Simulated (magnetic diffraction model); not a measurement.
**Moment size from magnetic intensity in HoSi₃Pb**

Space group I4mm (no. 107), a = 4.4780 Å, c = 10.3540 Å.

```csv
site,atom,x,y,z
2a,Pb,1/2,1/2,0.1557
2a,Ho,1/2,1/2,0.4975
4b,Si,0,1/2,0.2597
2a,Si,0,0,0.4202
```

The compound is invented for this exercise: a known structure type with other elements, its cell scaled to their sizes and not relaxed.

Only Ho is taken to order (form factors of Ho3+); orders and moment sizes are assumed, and not adapted to the symmetry. Radiation: neutrons of λ = 2.36 Å, 5° to 100°; isotropic B of 0.21 Å² (Pb), 0.2 Å² (Ho) and 0.34 Å² (Si). The intensities are simulated: I ∝ L Σ (|F_N|² + |F_M⊥|²) for unpolarised neutrons, with F_M = 2.695 fm/μB × Σ f(s) S exp(2πi Q·r) exp(−B s²) at Q = H ± k (one set where k and −k are equivalent), only the part normal to Q counting and L = 1/(sin²θ cos θ). For collinear order S is the moment m, which repeats by lattice and centring translations R with the sign exp(−2πi k·R). Form factors are spin-only for 3d ions and dipole or tabulated for f ions, scattering lengths are Sears's of 1992, and absorption is left out. A label names one of the reflections at its angle. The strongest nuclear line in the range is 100, and lines under 0.2 are left out.

In a first state the assumed order is k = (1/2 1/2 1), collinear moments along [101], 9.4 μB on Ho, with this pattern:

```
2θ (°)         index  nuclear  magnetic
 21.48  (1/2 -1/2 0)      0.0     223.1
 25.23   (1/2 1/2 1)      0.0     248.1
 26.35       (0 0 2)      4.8       0.0
 33.37       (1 0 1)     24.6       0.0
 34.24  (1/2 -1/2 2)      0.0      85.4
 43.76       (1 1 0)     36.8       0.0
 45.83   (1/2 1/2 3)      0.0      33.0
 49.25   (3/2 1/2 0)      0.0      78.3
 51.15       (1 0 3)     92.5       0.0
 51.18  (3/2 -1/2 1)      0.0     135.9
 51.80       (1 1 2)     80.4       0.0
 54.24       (0 0 4)      9.7       0.0
 56.71   (3/2 1/2 2)      0.0      93.5
 59.01  (1/2 -1/2 4)      0.0      15.4
 63.61       (2 0 0)    100.0       0.0
 65.23  (3/2 -1/2 3)      0.0      57.1
```
(The table stops after 16 lines; 21 more lie at higher angle.)

**Question.** Nearer the ordering temperature the line at 25.23° has total intensity 179.3 on the same scale, and all moments have shrunk alike. How large is the Ho moment?

The nuclear part, 0.0, stays, so the magnetic part is 179.3 against 248.1. It goes as m², so m = 9.4 × √(179.3/248.1) = 7.99 μB; the value used was 7.99 μB.

[Logs are printed without paths, hosts, clocks, repeated set-up lines and the standing remarks that a program may print on its own settings, such as how far it seeks lower states.]
